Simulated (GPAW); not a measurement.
# SnO2 (Cassiterite): one start, several treatments of the self-energy

How much does the gap of SnO2 (Cassiterite) depend on the approximation to the self-energy?

Method: PBE and many-body steps on it, plane waves, in GPAW 26.7.0.

**The experiments to reproduce.**

- Gap 3.6 eV: experimental gap quoted from earlier work; bulk crystal (quoted in “Study on the Photocatalytic Properties of Flower-Shaped SnO2”, 2022, pmc:9565917).

## (1) The structure

It takes space group P4_2/mnm (No. 136, tetragonal). The conventional cell has a = 4.738 Å, b = 4.738 Å, c = 3.187 Å, α = 90.00°, β = 90.00°, γ = 90.00°. Sn has 6 O at 2.05 to 2.06 Å nearest. Nearest to O lie 3 Sn at 2.05 to 2.06 Å. Farther neighbours and most contacts between anions are not listed.

Structure file:

```
Sn O
1.0
     4.73800    0.00000    0.00000
     0.00000    4.73800    0.00000
     0.00000    0.00000    3.18650
Sn O
2 4
Direct
  0.00000 0.00000 0.00000
  0.50000 0.50000 0.50000
  0.30710 0.30710 0.00000
  0.19290 0.80710 0.50000
  0.69290 0.69290 0.00000
  0.80710 0.19290 0.50000
```

The cell and positions come from the Crystallography Open Database and are kept as given unless a step says otherwise.

## (2) Empty states on the mesh, 4×4×6 mesh, 469 bands

This step: GPAW 26.7.0; DFT, PBE, plane waves, PAW.

The sums over transitions need many empty states on a uniform mesh; this step solves for them.

The input, run.py:

```python
import json
import numpy as np
from gpaw.mpi import world
from gpaw import GPAW

calc = GPAW('gs.gpw').fixed_density(kpts={'size': (4, 4, 6), 'gamma': True},
    parallel={'domain': 1, 'band': 1},
    txt='nscf.txt')
calc.diagonalize_full_hamiltonian(nbands=469)
calc.write('full.gpw', mode='all')
res = {}
kpts = calc.get_ibz_k_points()
res['kpts'] = kpts
res['eigenvalues'] = [calc.get_eigenvalues(kpt=k) for k in range(len(kpts))]
res['n_electrons'] = calc.get_number_of_electrons()

if world.rank == 0:
    with open('result.json', 'w') as f:
        json.dump(res, f, default=lambda x: x.tolist())
```

The run is started by

```bash
$ mpirun -n 8 gpaw python run.py
```

The log of the run:

```text
Diagonalizing LCAO Hamiltonian
Converting LCAO to pw mode
convergence criteria:
- Maximum integral of absolute [eigenst]ate change: 4e-08 eV^2 / valence electron
maximum number of iterations: 100

SCF iterations
|iter     |     time |      energy | eigst |  dens |
|iter:   1|  |             | +0.84 |       |
|iter:   2|  |             | -0.92 |       |
|iter:   3|  |             | -1.82 |       |
[...]
|iter:  30|  |             | -7.25 |       |
|iter:  31|  |             | -7.28 |       |
|iter:  32|  |             | -7.56c|       |
SCF steps: 32
  __  _  _
 | _ |_)|_||  |
 |__||  | ||/\| - 26.7.0

Input parameters:
  mode=PW(ecut=600.0),
  convergence={'density': 1e-06, 'bands': -3},
  gpts=array([27, 27, 20]),
  kpts=MonkhorstPack(size=(4, 4, 6), gamma=True),
  maxiter=100,
  nbands=35,
  occupations=Occupations(name='fermi-dirac', width=0.001, fixmagmom=False),
  parallel={'domain': 1, 'band': 1},
  xc=XC(name='PBE')
Matrix size: 2409x2409
# Writing to full.gpw (mode='all')
  [... matrices ...]

timing:  # [seconds]
  Total: 47.787  # ━━━━━━━━━━━━━━━━━━━━━━━━━━━━━━━━━━━━━━━━━━━━━━━━━━━━━━━━━━
```

Run time: 60 s. Hardware: 8 MPI ranks of Arm Neoverse V2, shared host; peak memory 5.3 GiB; 8 min of CPU time.

This step gave:

```yaml
gap: 1.311 eV
k_of_the_valence_top: 0, 0, 0
k_of_the_conduction_bottom: 0, 0, 0
least_direct_gap: 1.311 eV
k_points_computed: 28
lowest_point_of_the_top_converged_band_above_the_valence_top: 181.6619 eV
```

On this mesh the gap is 1.311 eV.

## (3) One-shot HSE06

This step: one-shot HSE06 levels on PBE orbitals, plane waves, PAW.

The input, run.py:

```python
import json
import numpy as np
from gpaw.mpi import world
from gpaw.hybrids.eigenvalues import non_self_consistent_eigenvalues

dft, vxc, vxc_hyb = non_self_consistent_eigenvalues('full.gpw', 'HSE06', 24, 28, kpt_indices=[0])
res = {'dft': dft[0], 'hybrid': (dft - vxc + vxc_hyb)[0]}
if world.rank == 0:
    with open('hybrid.txt', 'w') as f:
        for k, e0, e1 in zip([0], res['dft'], res['hybrid']):
            print(k, ' '.join(f'{x:9.4f}' for x in e0), '|', ' '.join(f'{x:9.4f}' for x in e1), file=f)

if world.rank == 0:
    with open('result.json', 'w') as f:
        json.dump(res, f, default=lambda x: x.tolist())
```

The run is started by

```bash
$ mpirun -n 8 gpaw python run.py
```

The log of the run:

```text
IBZ(<points: 28, symmetries: 8>)
Occupied bands: 26
Transforming wave functions from IBZ to BZ: 0.035 seconds
Distributing wave functions and iFFT-ing to real space: 0.254 seconds
Calculating eigenvalues:
  k-points: 1
  Bands: 24-27 (inclusive)
  Seconds: 0.584 (wave-function broadcasting: 0.005 seconds)
HSE06-eigenvalue shifts:
  min: -1.437 eV
  ave: -0.467 eV
  max: 0.631 eV
```

Elapsed: 3.2 s, on 8 MPI ranks; peak memory 1.8 GiB; 25 s of CPU time.

This step gave:

```yaml
starting_gap_on_the_mesh: 1.311 eV
hybrid_gap_on_the_mesh: 3.048 eV
least_direct_hybrid_gap_on_the_computed_points: 3.048 eV
```

## (4) GLLB-SC, self-consistent

This step: DFT, GLLB-SC with its derivative discontinuity, plane waves, PAW.

The input, run.py:

```python
import json
import numpy as np
from gpaw.mpi import world
from ase import Atoms
from gpaw import GPAW, PW, FermiDirac

atoms = Atoms(['Sn', 'Sn', 'O', 'O', 'O', 'O'],
    cell=[[4.7380000000, 0.0000000000, 0.0000000000],
      [0.0000000000, 4.7380000000, 0.0000000000],
      [0.0000000000, 0.0000000000, 3.1865000000]],
    scaled_positions=[[0.0000000000, 0.0000000000, 0.0000000000],
      [0.5000000000, 0.5000000000, 0.5000000000],
      [0.3071000000, 0.3071000000, 0.0000000000],
      [0.1929000000, 0.8071000000, 0.5000000000],
      [0.6929000000, 0.6929000000, 0.0000000000],
      [0.8071000000, 0.1929000000, 0.5000000000]],
    pbc=(True, True, True))
calc = GPAW(mode=PW(600),
    xc='GLLBSC',
    kpts={'size': (4, 4, 6), 'gamma': True},
    occupations=FermiDirac(0.001),
    nbands=-9,
    convergence={'bands': -3},
    maxiter=120,
    txt='gllbsc.txt')
atoms.calc = calc
atoms.get_potential_energy()
homo, lumo = calc.get_homo_lumo()
response = calc.hamiltonian.xc.response
dxc_pot = response.calculate_discontinuity_potential(homo, lumo)
ks_gap, dxc = response.calculate_discontinuity(dxc_pot)
res = {'ks_gap': ks_gap, 'dxc': dxc}

if world.rank == 0:
    with open('result.json', 'w') as f:
        json.dump(res, f, default=lambda x: x.tolist())
```

The run is started by

```bash
$ mpirun -n 8 gpaw python run.py
```

The log of the run:

```text
[banner, memory and clock lines left out]
___ ___ ___ _ _ _
 |   |   |_  | | | |
 | | | | | . | | | |
 |__ |  _|___|_____|  26.7.0
 |___|_|

Input parameters:
  convergence: {bands: -3}
  kpts: {gamma: True,
         size: (4, 4, 6)}
  maxiter: 120
  mode: {ecut: 600.0,
         name: pw}
  nbands: -9
  occupations: {fixmagmom: False,
                name: fermi-dirac,
                width: 0.001}
  xc: GLLBSC

System changes: positions, numbers, cell, pbc, initial_charges, initial_magmoms

Initialize ...

species:
  Sn:
    name:    Tin
    Z:       50.0
    valence: 14
    core:    36
    charge:  0.0  # [|e|]
    compensation charges:
      type: gauss
      rc: 0.38  # [Å]
      lmax: 2
    cutoffs:
      filter: 2.23  # [Å]
      core: 2.35  # [Å]
    projectors
    | kind |    occ | energy [eV] | rcut [Å] |
    |   5s |  2.000 |     -11.581 |    1.201 |
    |   5p |  2.000 |      -5.035 |    1.270 |
    |   4d | 10.000 |     -27.256 |    1.185 |
    |    s |        |      15.630 |    1.201 |
    |    p |        |      22.176 |    1.270 |
    |    d |        |      -0.045 |    1.185 |

    Using partial waves for Sn as LCAO basis

  O:
    name:    Oxygen
    Z:       8.0
    valence: 6
    core:    2
    charge:  0.0  # [|e|]
    compensation charges:
      type: gauss
      rc: 0.21  # [Å]
      lmax: 2
    cutoffs:
      filter: 1.17  # [Å]
      core: 0.83  # [Å]
    projectors
    | kind |    occ | energy [eV] | rcut [Å] |
    |   2s |  2.000 |     -28.986 |    0.688 |
    |   2p |  4.000 |     -13.358 |    0.598 |
    |    s |        |      -1.774 |    0.688 |
    |    p |        |      13.853 |    0.598 |
    |    d |        |       0.000 |    0.619 |

    Using partial waves for O as LCAO basis

Reference energy: -344005.993459  # eV

Spin-paired calculation

Convergence criteria:
 Maximum [total energy] change in last 3 cyles: 0.0005 eV / valence electron
 Maximum integral of absolute [dens]ity change: 0.0001 electrons / valence electron
 Maximum integral of absolute [eigenst]ate change: 4e-08 eV^2 / valence electron
 Maximum number of scf [iter]ations: 120
 (Square brackets indicate name in SCF output, whereas a 'c' in
 the SCF output indicates the quantity has converged.)
  [... matrices ...]
Symmetries present (total): 8

  [... matrices ...]
96 k-points: 4 x 4 x 6 Monkhorst-Pack grid + [1/8,1/8,1/12]
28 k-points in the irreducible part of the Brillouin zone
       k-points in crystal coordinates                weights
   0:     0.00000000    0.00000000    0.00000000          1/96
   1:     0.00000000    0.00000000    0.16666667          2/96
   2:     0.00000000    0.00000000    0.33333333          2/96
   3:     0.00000000    0.00000000    0.50000000          1/96
   4:     0.25000000   -0.25000000    0.00000000          2/96
   5:     0.25000000   -0.25000000    0.16666667          4/96
   6:     0.25000000   -0.25000000    0.33333333          4/96
   7:     0.25000000   -0.25000000    0.50000000          2/96
   8:     0.25000000    0.00000000    0.00000000          4/96
   9:     0.25000000    0.00000000    0.16666667          8/96
          ...
  27:     0.50000000    0.50000000    0.50000000          1/96

Wave functions: Plane wave expansion
  Cutoff energy: 600.000 eV
  Number of coefficients (min, max): 2356, 2409
  Pulay-stress correction: 0.000000 eV/Ang^3 (de/decut=0.000000)
  Using FFTW library
  Wavefunction extrapolation:
    Improved wavefunction reuse through dual PAW basis

Occupation numbers: Fermi-Dirac:
  width: 0.0010  # eV

Eigensolver
   Davidson(niter=2)

Densities:
  Coarse grid: 27*27*20 grid
  Fine grid: 54*54*40 grid
  Total Charge: 0.000000

Density mixing:
  Method: separate
  Backend: msr1
  Linear mixing parameter: 0.05
  old densities: 10
  Width of damping distribution: 1.1
  Damping of long wavelength oscillations: 20

Hamiltonian:
  XC and Coulomb potentials evaluated on a 54*54*40 grid
  Using the GLLBSC Exchange-Correlation functional
  External potential:
    NoExternalPotential

XC parameters: GLLBSC functional being used consists of
  | Weight | Module     | Description                                   |
  |  1.000 | SCREENING  | GGA_X_PBE_SOL with 2 nearest neighbor stencil |
  |  1.000 | RESPONSE   | eps=0.0500 eV                                 |
  |  1.000 | XC         | GGA_C_PBE_SOL with 2 nearest neighbor stencil |

Memory estimate:

Total number of cores used: 8
Parallelization over k-points: 4
Domain decomposition: 1 x 2 x 1

Number of atoms: 6
Number of atomic orbitals: 34
Number of bands in calculation: 35
Number of valence electrons: 52
Bands to converge: 32

... initialized

Initializing position-dependent things.

Density initialized from atomic densities
Creating initial wave functions:
  34 bands from LCAO basis set
  1 band from random numbers

    .-----------.
   /|           |
  / |           |
 *  | O         |
 |  .---Sn-O----.
 | /       O   /
 |/   O       /
 Sn----------*

Atomic positions and initial magnetic moments

Positions:
   0 Sn     0.000000    0.000000    0.000000    ( 0.0000,  0.0000,  0.0000)
   1 Sn     2.369000    2.369000    1.593250    ( 0.0000,  0.0000,  0.0000)
   2 O      1.455040    1.455040    0.000000    ( 0.0000,  0.0000,  0.0000)
   3 O      0.913960    3.824040    1.593250    ( 0.0000,  0.0000,  0.0000)
   4 O      3.282960    3.282960    0.000000    ( 0.0000,  0.0000,  0.0000)
   5 O      3.824040    0.913960    1.593250    ( 0.0000,  0.0000,  0.0000)
  [... matrices ...]
Unit cell:
           periodic     x           y           z      points  spacing
  1. axis:    yes    4.738000    0.000000    0.000000    27     0.1755
  2. axis:    yes    0.000000    4.738000    0.000000    27     0.1755
  3. axis:    yes    0.000000    0.000000    3.186500    20     0.1593

  Lengths:   4.738000   4.738000   3.186500
  Angles:   90.000000  90.000000  90.000000

Effective grid spacing dv^(1/3) = 0.1699

iter:   1    -56.931265   +0.54
iter:   2    -54.536337   -0.58  -0.85
iter:   3    -40.540504   +0.00  -0.88
iter:   4    -40.916515   -1.39  -1.22
iter:   5    -42.579100   -0.77  -1.46
iter:   6    -40.311752   -1.70  -1.39
iter:   7    -39.799835   -1.86  -2.00
iter:   8    -39.955312   -2.79  -2.42
iter:   9    -39.981977   -3.20  -2.91
iter:  10    -39.991994   -3.53  -3.43
iter:  11    -39.993412c  -3.71  -4.18c
iter:  12    -39.994882c  -3.95  -4.51c
iter:  13    -39.994247c  -3.92  -4.52c
iter:  14    -39.993860c  -4.00  -5.02c
iter:  15    -39.993830c  -4.25  -5.36c
iter:  16    -39.993987c  -4.39  -5.35c
[...]
iter:  27    -39.993993c  -6.50  -7.89c
iter:  28    -39.993994c  -6.86  -8.02c
iter:  29    -39.993993c  -7.10  -8.27c
iter:  30    -39.993994c  -7.62c -8.77c

Converged after 30 iterations.

Dipole moment: (0.000000, 0.000000, -0.000000) |e|*Ang

Energy contributions relative to reference atoms: (reference = -344005.993459)
  [... matrices ...]
Kinetic:        +92.144272
Potential:      -78.017708
External:        +0.000000
XC:             -54.205759
Entropy (-ST):   -0.000000
Local:           +0.085201
SIC:             +0.000000
Free energy:    -39.993994
Extrapolated:   -39.993994

GLLBSC response reference energy: 3.12810 eV (from HOMO)
  [... matrices ...]
Showing only first 2 kpts
 Kpt  Band  Eigenvalues  Occupancy
  0    24      2.52995    2.00000
  0    25      3.12810    2.00000
  0    26      5.61905    0.00000
  0    27     10.64694    0.00000

  1    24      2.56360    2.00000
  1    25      2.92871    2.00000
  1    26      6.94267    0.00000
  1    27     11.06139    0.00000

Fermi level: 4.87284

Gap: 2.491 eV
Transition (v -> c):
  (s=0, k=0, n=25, [0.00, 0.00, 0.00]) -> (s=0, k=0, n=26, [0.00, 0.00, 0.00])
No difference between direct/indirect transitions
```

The job ended after 18 s (8 MPI ranks; peak memory 1.4 GiB; 2.3 min of CPU time).

This step gave:

- starting gap on the mesh: 2.491 eV
- derivative discontinuity: 0.9108 eV
- quasiparticle gap on the mesh: 3.402 eV

(Continued in part 2 of 2.)

[Paths, hosts, dates, memory and timing lines, banners, echoed tables and standing remarks are left out of the program output.]

[Logs are printed without paths, hosts, clocks, repeated set-up lines and the standing remarks that a program may print on its own settings, such as how far it seeks lower states.]

[Runs of the session that timed out or met a known fault of the program may be left out.]

[Hosts, paths, dates, database ids (printed as entryN), source tags and the programs' standing remarks are cut or masked in the printed files.]
